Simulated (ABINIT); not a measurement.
# CdGeAs2 (I-42d): a GW run with a negative gap

Aim: the G0W0 gap of CdGeAs2 (I-42d).

Program: ABINIT 10.8.3. Level of theory: PBE and many-body steps on it, plane waves. Results are calculated unless marked as measured.

Report form: the programs' logs are mostly left out.

### Step 1. The structure

Symmetry: I-42d, No. 122, tetragonal system. Conventional cell: a = 5.943 Å, b = 5.943 Å, c = 11.215 Å, α = 90.00°, β = 90.00°, γ = 90.00°. Cd has 4 As at 2.62 Å nearest. Ge has 4 As at 2.44 Å nearest. Nearest to As lie 2 Ge at 2.44 Å and 2 Cd at 2.62 Å. Farther neighbours are not listed.

 The runs that relaxed it are not among those shown.

### Step 2. Ground state

This step: ABINIT 10.8.3; DFT, PBE, plane waves, norm-conserving pseudopotentials.

The ground-state density comes first.

Input file run.abi:

```
acell 3*1.0 Angstrom
rprim 
  -2.971550000000 2.971550000000 5.607300000000
  2.971550000000 -2.971550000000 5.607300000000
  2.971550000000 2.971550000000 -5.607300000000
ntypat 3
znucl 48 32 33
natom 8
typat 1 1 2 2 3 3 3 3
xred 
  0.250000000000 0.750000000000 0.500000000000
  0.500000000000 0.500000000000 -0.000000000000
  0.000000000000 -0.000000000000 -0.000000000000
  0.750000000000 0.250000000000 0.500000000000
  0.875000000000 0.348848385559 0.973848385559
  0.651151614441 0.625000000000 0.526151614441
  0.375000000000 0.901151614441 0.026151614441
  0.098848385559 0.125000000000 0.473848385559
pp_dirpath "pseudos"
pseudos "Cd.upf, Ge.upf, As.upf"
ecut 56
ngkpt 4 4 4
nshiftk 1
shiftk 0 0 0
kptopt 1
chksymbreak 0
nband 96
occopt 1
tolvrs 1e-08
nstep 60
prtwf 0
optforces 0
optstress 0
indata_prefix "in"
outdata_prefix "out"
tmpdata_prefix "tmp"
```

Command:

```
OMP_NUM_THREADS=1 mpirun -n 13 abinit run.abi > log
```

Run time: 5.3 min. Hardware: 13 MPI ranks of Arm Neoverse V2, shared host; peak memory 4.3 GiB.

This step gave:

```
total energy               : -57978.4408 eV
gap                        : 0.2052 eV
k of the valence top       : 0, 0, 0
k of the conduction bottom : 0, 0, 0
least direct gap           : 0.2052 eV
```

The gap is direct, at Γ.

### Step 3. Bands along the symmetry lines

Levels along a band path, at the cheap level, show where the edges lie and whether the meshes to come will hold them.

run.abi: that of step 2 with these lines changed.

```diff
@@ -21,14 +21,45 @@
 ecut 56
-ngkpt 4 4 4
-nshiftk 1
-shiftk 0 0 0
-kptopt 1
-chksymbreak 0
-nband 96
-occopt 1
-tolvrs 1e-08
-nstep 60
+iscf -2
+irdden 1
+kptopt 0
+nkpt 31
+kpt 
+  0.00000000 0.00000000 0.00000000
+  0.00000000 0.00000000 0.16666667
+  0.00000000 0.00000000 0.33333333
+  0.00000000 0.00000000 0.50000000
+  0.08333333 0.08333333 0.41666667
+  0.16666667 0.16666667 0.33333333
+  0.25000000 0.25000000 0.25000000
+  0.16666667 0.33333333 0.16666667
+  0.08333333 0.41666667 0.08333333
+  0.00000000 0.50000000 0.00000000
+  0.00000000 0.33333333 0.00000000
+  0.00000000 0.16666667 0.00000000
+  0.00000000 0.00000000 0.00000000
+  0.16666667 0.16666667 -0.16666667
+  0.33333333 0.33333333 -0.33333333
+  0.50000000 0.50000000 -0.50000000
+  0.44006997 0.55993003 -0.44006997
+  0.38013995 0.61986005 -0.38013995
+  0.32020992 0.67979008 -0.32020992
+  -0.32020992 0.32020992 0.32020992
+  -0.21347328 0.21347328 0.21347328
+  -0.10673664 0.10673664 0.10673664
+  0.00000000 0.00000000 0.00000000
+  0.00000000 0.00000000 0.50000000
+  -0.04680662 0.04680662 0.50000000
+  -0.09361323 0.09361323 0.50000000
+  -0.14041985 0.14041985 0.50000000
+  0.50000000 0.50000000 -0.14041985
+  0.50000000 0.50000000 -0.26027990
+  0.50000000 0.50000000 -0.38013995
+  0.50000000 0.50000000 -0.50000000
+istwfk *1
+nband 95
+nbdbuf 2
+tolwfr 1e-08
+nstep 40
 prtwf 0
-optforces 0
-optstress 0
+prtvol 0
 indata_prefix "in"
```

Command:

```
OMP_NUM_THREADS=1 mpirun -n 16 abinit run.abi > log
```

Elapsed: 5.4 min, on 16 MPI ranks; peak memory 3.4 GiB.

This step gave:

```
gap                        : 0.2049 eV
k of the valence top       : 0, 0.1667, 0
k of the conduction bottom : 0, 0, 0
least direct gap           : 0.2052 eV
```

The gap is 0.205 eV, as in the run before at this level.

### Step 4. Screening, 2×2×2 mesh, 128 bands, screening to 62.6 eV

The RPA dielectric matrix is built and inverted for each q.

This step: RPA screening on PBE, plane waves, norm-conserving pseudopotentials.

Input file run.abi:

```
acell 3*1.0 Angstrom
rprim 
  -2.971550000000 2.971550000000 5.607300000000
  2.971550000000 -2.971550000000 5.607300000000
  2.971550000000 2.971550000000 -5.607300000000
ntypat 3
znucl 48 32 33
natom 8
typat 1 1 2 2 3 3 3 3
xred 
  0.250000000000 0.750000000000 0.500000000000
  0.500000000000 0.500000000000 -0.000000000000
  0.000000000000 -0.000000000000 -0.000000000000
  0.750000000000 0.250000000000 0.500000000000
  0.875000000000 0.348848385559 0.973848385559
  0.651151614441 0.625000000000 0.526151614441
  0.375000000000 0.901151614441 0.026151614441
  0.098848385559 0.125000000000 0.473848385559
pp_dirpath "pseudos"
pseudos "Cd.upf, Ge.upf, As.upf"
ecut 56
ngkpt 2 2 2
nshiftk 1
shiftk 0 0 0
kptopt 1
chksymbreak 0
istwfk *1
occopt 1
irdwfk 1
optdriver 3
nband 128
ecuteps 2.3
inclvkb 2
awtr 1
symchi 1
indata_prefix "in"
outdata_prefix "out"
tmpdata_prefix "tmp"
gwmem 10
```

Command:

```
OMP_NUM_THREADS=2 mpirun -n 8 abinit run.abi > log
```

It took 12 min on 8 MPI ranks; peak memory 5.6 GiB; 1.7 h of CPU time.

This step gave:

| Property | Result |
| --- | --- |
| ε∞ with local fields, on this mesh, along the program's q direction | 154.9 |
| the same without local fields | 188.8 |
| plasma frequency | 35.00 eV |
| plane waves in the screening matrix | 227 |

Local fields lower ε∞ by 18 %. The value itself is an artefact of the mesh, where one narrow direct gap carries too much weight.

### Step 5. G0W0

The self-energy is evaluated for the states that the input lists, and the levels follow from it, in one-shot runs by the linearised quasiparticle equation.

This step: G0W0 on PBE, plane waves, norm-conserving pseudopotentials.

run.abi: that of step 4 with these lines changed.

```diff
@@ -29,8 +29,15 @@
 irdwfk 1
-optdriver 3
+optdriver 4
 nband 128
+gwcalctyp 0
+ecutsigx 56
+symsigma 1
+nkptgw 1
+kptgw 
+  0.0000000000 0.0000000000 0.0000000000
+bdgw 
+  86 90
 ecuteps 2.3
-inclvkb 2
-awtr 1
-symchi 1
+irdscr 1
+ppmodel 1
 indata_prefix "in"
@@ -38,2 +45,2 @@
 tmpdata_prefix "tmp"
-gwmem 10
+gwmem 00
```

Command:

```
OMP_NUM_THREADS=1 mpirun -n 16 abinit run.abi > log
```

Elapsed: 55 s, on 16 MPI ranks; peak memory 19 GiB.

### Step 6. The gaps

| run | starting gap (eV) | gap (eV) |
| --- | --- | --- |
| G0W0 | 0.205 | -0.208 |

### Step 7. What came out

```yaml
outcome: negative gap, no value to quote
settings: 2×2×2 mesh, 128 bands, screening to 62.6 eV
```

In words: The lowest empty level came out 0.21 eV under the highest filled one. A one-shot correction keeps the start's filling, so a negative gap says that the order of the edge states has changed or that the run is at fault; it is no gap of the crystal. No run here shows the cause. In the G0W0 run levels were corrected at 1 k point alone, so a gap called «on the mesh» is the least over those, and an edge elsewhere would be missed. The 2×2×2 mesh is coarse for this cell, which bears on the long-range parts of exchange and screening. The many-body steps are scalar-relativistic: spin-orbit coupling is not in them.

[Paths, hosts, dates, memory and timing lines, banners, echoed tables and standing remarks are left out of the program output.]

[Logs are printed without paths, hosts, clocks, repeated set-up lines and the standing remarks that a program may print on its own settings, such as how far it seeks lower states.]

[Runs of the session that timed out or met a known fault of the program may be left out.]

[Hosts, paths, dates, database ids (printed as entryN), source tags and the programs' standing remarks are cut or masked in the printed files.]

[G0W0 gaps are taken among the corrected bands and points alone; a level outside them can change the order at an edge.]

[Where Ansatz stands beside ABINIT at settings called matched, ABINIT's density can come from a denser mesh and the files from another edition; pairs whose starting gaps differed by over 0.03 eV were left out, so agreement reads better than it is.]
